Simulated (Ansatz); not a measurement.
**Phonons of VOs (Pm-3m) against volume**

Aim: how the phonons of VOs (Pm-3m) shift with volume, and the thermal expansion that follows.

Main program and level: Ansatz 0.2.0; DFT PBEsol, scalar-relativistic, plane waves, PAW; PAW set soft_1.

Report form: the programs' logs are mostly left out.

## 1. Starting point

The structure is cubic, space group Pm-3m (No. 221). Conventional cell: a = 2.988 Å, b = 2.988 Å, c = 2.988 Å, α = 90.00°, β = 90.00°, γ = 90.00°. Nearest to V lie 8 Os at 2.59 Å. Nearest to Os lie 8 V at 2.59 Å. Farther neighbours are not listed.

## 2. The dispersion

The cell comes from relaxations at this level that are not shown. Stability and thermal properties need the whole zone. Linear response on a 4×4×4 q mesh gives force constants as far as a supercell of that size would.

File input.yaml:

```yaml
crystal:
  lattice:
    - [2.9878150098, 0.0, 0.0]
    - [0.0, 2.9878150098, 0.0]
    - [0.0, 0.0, 2.9878150098]
  atoms:
    - { symbol: V, position: [0.0, 0.0, 0.0] }
    - { symbol: Os, position: [0.5, 0.5, 0.5] }
kpoints:
  mp_grid: { grid: [16, 16, 16] }
hamiltonian:
  xc: pbesol
  pseudopotentials: { kind: paw, azcp: { folder: soft_1 }, xc_functional: pbe }
scf:
  occupations: { method: methfessel_paxton, width: 0.2 }
output:
  eigenvalues: true
phonons:
  method: dfpt
  qmesh: [4, 4, 4]
  temperatures: { t_max: 1000, t_step: 50 }
  qpath:
    path:
      - [[0.0, 0.0, 0.0], [0.0, 0.5, 0.0], [0.5, 0.5, 0.0], [0.0, 0.0, 0.0], [0.5, 0.5, 0.5], [0.0, 0.5, 0.0]]
      - [[0.5, 0.5, 0.5], [0.5, 0.5, 0.0]]
    npoints: 10
```

Run with:

```
$ ansatz run input.yaml --threads 4 --pin off --max-ram 10240MiB --backend cpu --events-out ev --progress --plain --runs-dir out
```

Wall time 7.7 min (4 threads of Arm Neoverse V1, shared host); peak memory 3.2 GiB.

This step gave:

```
volume per atom                                         : 13.34 Å³
gap on the k-mesh                                       : 0 eV
sum-rule residual before enforcement                    : 1.95e-4 eV/Å²
lowest frequency on the path                            : 0 cm⁻¹
point group                                             : m-3m
highest frequency on the path or at a solved wavevector : 283.4 cm⁻¹
mean frequency                                          : 163.1 cm⁻¹
Debye temperature (second moment)                       : 332 K
logarithmic mean frequency                              : 145.3 cm⁻¹
highest optical mode at the zone centre (no LO-TO term) : 109.2 cm⁻¹
lowest optical zone-centre mode                         : 109.2 cm⁻¹
lowest mode on the q mesh (acoustic modes at Γ apart)   : 46.85 cm⁻¹
zero-point energy per atom                              : 30.33 meV
heat capacity at 300 K                                  : 23.50 J/(mol atoms K)
vibrational entropy at 300 K                            : 34.69 J/(mol atoms K)
```

Frequencies (cm⁻¹) solved at each irreducible wavevector; negative means imaginary. Frequencies by wavevector, by row:

| q in reciprocal lattice units | star | mode 1 | mode 2 | mode 3 | mode 4 | mode 5 | mode 6 |
| --- | --- | --- | --- | --- | --- | --- | --- |
| 0 0 0 | 1 | 0 | 0 | 0 | 109.2 | 109.2 | 109.2 |
| 0 0 0.25 | 6 | 79.1 | 79.1 | 114.9 | 191.1 | 191.1 | 243.6 |
| 0 0 -0.5 | 3 | 102.2 | 102.2 | 146.2 | 227.5 | 227.5 | 267.3 |
| 0 0.25 0.25 | 12 | 63.8 | 92.8 | 94.8 | 172.6 | 225 | 236 |
| 0 0.25 -0.5 | 12 | 78 | 94.1 | 104.2 | 205.1 | 252.8 | 282.5 |
| 0 -0.5 -0.5 | 3 | 88 | 93.8 | 93.8 | 169 | 281.2 | 281.2 |
| 0.25 0.25 0.25 | 8 | 46.9 | 91.7 | 91.7 | 227.1 | 233.5 | 233.5 |
| 0.25 0.25 -0.5 | 12 | 82.9 | 91 | 128.3 | 221.9 | 234.4 | 266.5 |
| 0.25 -0.5 -0.5 | 6 | 123.8 | 123.8 | 130.1 | 225.1 | 267.7 | 267.7 |
| -0.5 -0.5 -0.5 | 1 | 153.3 | 153.3 | 153.3 | 222.9 | 222.9 | 222.9 |

Symmetry leaves 10 wavevectors to solve. The lowest mode among them, the acoustic zeros apart, lies at q = (0.25, 0.25, 0.25) and is real, 46.9 cm⁻¹.

## 3. Relaxing at another volume, volume ratio 0.97

The volume is scaled by 0.97 and held; symmetry leaves nothing to relax, so this is a single point. The modes can then be followed against volume.

input.yaml, the sections that differ from step 2:

```yaml
crystal:
  lattice:
    - [2.9576329966, 0.0, 0.0]
    - [0.0, 2.9576329966, 0.0]
    - [0.0, 0.0, 2.9576329966]
  atoms:
    - { symbol: V, position: [0.0, 0.0, 0.0] }
    - { symbol: Os, position: [0.5, 0.5, 0.5] }
output:
  forces: true
  stress: true
  eigenvalues: true
# kpoints, hamiltonian, scf: as in step 2
# phonons: removed
```

The job ended after 1.4 s (4 threads; peak memory 0.37 GiB; 4.9 s of CPU time).

Numbers from this step:

* pressure: 10.24 GPa
* volume per atom: 12.94 Å³

The run ends at a pressure of 10.24 GPa.

## 4. Phonons at the other volume, volume ratio 0.97

The phonons are repeated at this volume on the same k and q meshes.

input.yaml: that of step 3 with these lines changed.

```diff
@@ -16,4 +16,11 @@
 output:
-  forces: true
-  stress: true
   eigenvalues: true
+phonons:
+  method: dfpt
+  qmesh: [4, 4, 4]
+  temperatures: { t_max: 1000, t_step: 50 }
+  qpath:
+    path:
+      - [[0.0, 0.0, 0.0], [0.0, 0.5, 0.0], [0.5, 0.5, 0.0], [0.0, 0.0, 0.0], [0.5, 0.5, 0.5], [0.0, 0.5, 0.0]]
+      - [[0.5, 0.5, 0.5], [0.5, 0.5, 0.0]]
+    npoints: 10
```

It took 7.5 min on 4 threads; peak memory 3.1 GiB; 29 min of CPU time.

Numbers from this step:

```yaml
sum_rule_residual_before_enforcement: 1.93e-4 eV/Å²
highest_frequency_on_the_path_or_at_a_solved_wavevector: 303.1 cm⁻¹
mean_frequency: 176.1 cm⁻¹
debye_temperature_second_moment: 358 K
logarithmic_mean_frequency: 157.5 cm⁻¹
highest_optical_mode_at_the_zone_centre_no_lo_to_term: 136.5 cm⁻¹
lowest_optical_zone_centre_mode: 136.5 cm⁻¹
lowest_mode_on_the_q_mesh_acoustic_modes_at_gamma_apart: 61.04 cm⁻¹
zero_point_energy_per_atom: 32.74 meV
heat_capacity_at_300_k: 23.28 J/(mol atoms K)
vibrational_entropy_at_300_k: 32.8 J/(mol atoms K)
```

Frequencies (cm⁻¹) solved at each irreducible wavevector; negative means imaginary. Frequencies by wavevector, by row:

| q in reciprocal lattice units | star | mode 1 | mode 2 | mode 3 | mode 4 | mode 5 | mode 6 |
| --- | --- | --- | --- | --- | --- | --- | --- |
| 0 0 0 | 1 | 0 | 0 | 0 | 136.5 | 136.5 | 136.5 |
| 0 0 0.25 | 6 | 84.4 | 84.4 | 124.4 | 207.4 | 207.4 | 261 |
| 0 0 -0.5 | 3 | 111.7 | 111.7 | 158.9 | 240.6 | 240.6 | 281.6 |
| 0 0.25 0.25 | 12 | 68.2 | 102.6 | 103.9 | 188.8 | 246.2 | 249.7 |
| 0 0.25 -0.5 | 12 | 85.1 | 101.7 | 113.7 | 220.4 | 271 | 300.6 |
| 0 -0.5 -0.5 | 3 | 98.7 | 100 | 100 | 187 | 302.3 | 302.3 |
| 0.25 0.25 0.25 | 8 | 61 | 99.2 | 99.2 | 244.9 | 251.6 | 251.6 |
| 0.25 0.25 -0.5 | 12 | 92.9 | 98 | 139.4 | 242 | 249.2 | 285.1 |
| 0.25 -0.5 -0.5 | 6 | 132.2 | 132.2 | 141.5 | 242.2 | 286.9 | 286.9 |
| -0.5 -0.5 -0.5 | 1 | 164.9 | 164.9 | 164.9 | 238.9 | 238.9 | 238.9 |

The highest optical mode at the zone centre (no LO-TO term) is 136.5 cm⁻¹, +27.2 cm⁻¹ against the base run.

## 5. Relaxing at another volume, volume ratio 1.03

The volume is scaled by 1.03 and held; symmetry leaves nothing to relax, so this is a single point. The modes can then be followed against volume.

input.yaml, the sections that differ from step 4:

```yaml
crystal:
  lattice:
    - [3.0173992606, 0.0, 0.0]
    - [0.0, 3.0173992606, 0.0]
    - [0.0, 0.0, 3.0173992606]
  atoms:
    - { symbol: V, position: [0.0, 0.0, 0.0] }
    - { symbol: Os, position: [0.5, 0.5, 0.5] }
output:
  forces: true
  stress: true
  eigenvalues: true
# kpoints, hamiltonian, scf: as in step 4
# phonons: removed
```

Wall time 1.6 s (4 threads); peak memory 0.38 GiB.

This step gave:

```yaml
pressure: -8.697 GPa
volume_per_atom: 13.74 Å³
```

The run ends at a pressure of -8.70 GPa.

## 6. Phonons at the other volume, volume ratio 1.03

input.yaml: that of step 5 with these lines changed.

```diff
@@ -16,4 +16,11 @@
 output:
-  forces: true
-  stress: true
   eigenvalues: true
+phonons:
+  method: dfpt
+  qmesh: [4, 4, 4]
+  temperatures: { t_max: 1000, t_step: 50 }
+  qpath:
+    path:
+      - [[0.0, 0.0, 0.0], [0.0, 0.5, 0.0], [0.5, 0.5, 0.0], [0.0, 0.0, 0.0], [0.5, 0.5, 0.5], [0.0, 0.5, 0.0]]
+      - [[0.5, 0.5, 0.5], [0.5, 0.5, 0.0]]
+    npoints: 10
```

It took 9.6 min on 4 threads; peak memory 3.2 GiB; 37 min of CPU time.

This step gave:

* sum-rule residual before enforcement: 2.02e-5 eV/Å²
* highest frequency on the path or at a solved wavevector: 265.1 cm⁻¹
* mean frequency: 150.3 cm⁻¹
* Debye temperature (second moment): 308 K
* logarithmic mean frequency: 132.9 cm⁻¹
* highest optical mode at the zone centre (no LO-TO term): 77.33 cm⁻¹
* lowest optical zone-centre mode: 77.33 cm⁻¹
* lowest mode on the q mesh (acoustic modes at Γ apart): 28.32 cm⁻¹
* zero-point energy per atom: 27.95 meV
* heat capacity at 300 K: 23.70 J/(mol atoms K)
* vibrational entropy at 300 K: 36.81 J/(mol atoms K)

The highest optical mode at the zone centre (no LO-TO term) is 77.3 cm⁻¹, -31.9 cm⁻¹ against the base run.

## 7. Grüneisen parameters

The Grüneisen parameter of a mode is minus the logarithmic change of its frequency with volume, −d ln ω / d ln V; weighted by heat capacity it gives the expansion.

Numbers from this step:

* bulk modulus: 315.5 GPa

The phonon branches at the labelled points (cm⁻¹):

| point | branch 1 | branch 2 | branch 3 | branch 4 | branch 5 | branch 6 |
| --- | --- | --- | --- | --- | --- | --- |
| Γ | 0 | 0 | 0 | 109 | 109 | 109 |
| halfway | 79 | 79 | 115 | 191 | 191 | 244 |
| X | 102 | 102 | 146 | 228 | 228 | 267 |
| halfway | 78 | 94 | 104 | 205 | 253 | 282 |
| M | 88 | 94 | 94 | 169 | 281 | 281 |
| halfway | 64 | 93 | 95 | 173 | 225 | 236 |
| Γ | 0 | 0 | 0 | 109 | 109 | 109 |
| halfway | 47 | 92 | 92 | 227 | 234 | 234 |
| R | 153 | 153 | 153 | 223 | 223 | 223 |
| halfway | 83 | 91 | 128 | 222 | 234 | 266 |
| X | 102 | 102 | 146 | 228 | 228 | 267 |
| jump to R | 153 | 153 | 153 | 223 | 223 | 223 |
| halfway | 124 | 124 | 130 | 225 | 268 | 268 |
| M | 88 | 94 | 94 | 169 | 281 | 281 |

The same for volume x 0.97:

| point | branch 1 | branch 2 | branch 3 | branch 4 | branch 5 | branch 6 |
| --- | --- | --- | --- | --- | --- | --- |
| Γ | 0 | 0 | 0 | 136 | 136 | 136 |
| X | 112 | 112 | 159 | 241 | 241 | 282 |
| M | 99 | 100 | 100 | 187 | 302 | 302 |
| Γ | 0 | 0 | 0 | 136 | 136 | 136 |
| R | 165 | 165 | 165 | 239 | 239 | 239 |
| X | 112 | 112 | 159 | 241 | 241 | 282 |
| R | 165 | 165 | 165 | 239 | 239 | 239 |
| M | 99 | 100 | 100 | 187 | 302 | 302 |

The same for volume x 1.03:

| point | branch 1 | branch 2 | branch 3 | branch 4 | branch 5 | branch 6 |
| --- | --- | --- | --- | --- | --- | --- |
| Γ | 0 | 0 | 0 | 77 | 77 | 77 |
| X | 93 | 93 | 134 | 215 | 215 | 254 |
| M | 77 | 88 | 88 | 151 | 261 | 261 |
| Γ | 0 | 0 | 0 | 77 | 77 | 77 |
| R | 142 | 142 | 142 | 207 | 207 | 207 |
| X | 93 | 93 | 134 | 215 | 215 | 254 |
| R | 142 | 142 | 142 | 207 | 207 | 207 |
| M | 77 | 88 | 88 | 151 | 261 | 261 |

Mode Grueneisen parameter -dln(w)/dln(V), modes matched by rank; at Γ the acoustic branches take the value of a neighbouring point of the path. The mode Grüneisen parameters at the labelled points ():

| point | branch 1 | branch 2 | branch 3 | branch 4 | branch 5 | branch 6 |
| --- | --- | --- | --- | --- | --- | --- |
| Γ | 1.44 | 1.44 | 2.31 | 9.47 | 9.47 | 9.47 |
| halfway | 2.26 | 2.26 | 2.75 | 2.81 | 2.81 | 2.33 |
| X | 3.09 | 3.09 | 2.85 | 1.88 | 1.88 | 1.75 |
| halfway | 3.11 | 2.68 | 3.03 | 2.46 | 2.36 | 2.09 |
| M | 4.09 | 2.19 | 2.19 | 3.54 | 2.47 | 2.47 |
| halfway | 2.25 | 3.84 | 3.07 | 3.07 | 3.12 | 1.89 |
| Γ | 1.51 | 1.46 | 2.75 | 9.47 | 9.47 | 9.47 |
| halfway | 12.80 | 2.71 | 2.71 | 2.58 | 2.55 | 2.55 |
| R | 2.47 | 2.47 | 2.47 | 2.38 | 2.38 | 2.38 |
| halfway | 4.15 | 2.63 | 2.85 | 2.99 | 2.07 | 2.28 |
| X | 3.09 | 3.09 | 2.85 | 1.88 | 1.88 | 1.75 |
| jump to R | 2.47 | 2.47 | 2.47 | 2.38 | 2.38 | 2.38 |
| halfway | 2.22 | 2.22 | 2.89 | 2.49 | 2.35 | 2.35 |
| M | 4.09 | 2.19 | 2.19 | 3.54 | 2.47 | 2.47 |

(dS/dlnV)/C_V. Thermodynamic Grueneisen parameter against temperature:

| temperature (K) | thermodynamic Grueneisen parameter |
| --- | --- |
| 50 | 3.2 |
| 100 | 2.97 |
| 150 | 2.89 |
| 200 | 2.86 |
| 250 | 2.85 |
| 300 | 2.84 |
| 350 | 2.84 |
| 400 | 2.83 |
| 450 | 2.83 |
| 500 | 2.83 |
| 550 | 2.83 |
| 600 | 2.83 |
| 650 | 2.83 |
| 700 | 2.83 |
| 750 | 2.83 |
| 800 | 2.82 |
| 850 | 2.82 |
| 900 | 2.82 |
| 950 | 2.82 |
| 1000 | 2.82 |

Gamma C_V/(B V) at the static volume. Table of volume expansion by temperature:

| temperature (K) | volume expansion (1e-6/K) |
| --- | --- |
| 50 | 9.93 |
| 100 | 18.8 |
| 150 | 22.8 |
| 200 | 24.8 |
| 250 | 25.8 |
| 300 | 26.4 |
| 350 | 26.7 |
| 400 | 27.0 |
| 450 | 27.1 |
| 500 | 27.2 |
| 550 | 27.3 |
| 600 | 27.4 |
| 650 | 27.5 |
| 700 | 27.5 |
| 750 | 27.5 |
| 800 | 27.6 |
| 850 | 27.6 |
| 900 | 27.6 |
| 950 | 27.6 |
| 1000 | 27.6 |

## 8. Results

```
bulk modulus                               : 316 GPa
thermodynamic Grüneisen parameter at 300 K : 2.841
volume expansion at 300 K, estimated       : 26.35 × 10⁻⁶ K⁻¹
```

By this estimate the volume grows by 26.4 × 10⁻⁶ per kelvin at 300 K. The highest optical mode at Γ goes from 136 to 77 cm⁻¹ as the cell grows, a Grüneisen parameter of 9.46. Mode parameters on the path run from 1.4 to 13, with a median of 2.5. Branches are matched by rank, so values near crossings are rough. The expansion is the Grüneisen estimate at the static volume, with the static bulk modulus. Some magnetic starts kept moments in single points, but the one carried on lost them, and the others were not relaxed, so the runs shown are non-magnetic; if the real compound is magnetic, its cell and modes can differ much. With no gap, or one that is small against the smearing, the frequencies hang on the k mesh and the smearing, most of all near Kohn anomalies. The phonon runs are without spin polarisation, although the cell has an odd electron count. Spin-orbit coupling is left out, which can matter for the heavy elements here. The PAW files were made for PBE and serve the other functionals too.

[Logs are printed without paths, hosts, clocks, repeated set-up lines and the standing remarks that a program may print on its own settings, such as how far it seeks lower states.]

[Hosts, paths, dates, database ids (printed as entryN), source tags and the programs' standing remarks are cut or masked in the printed files.]
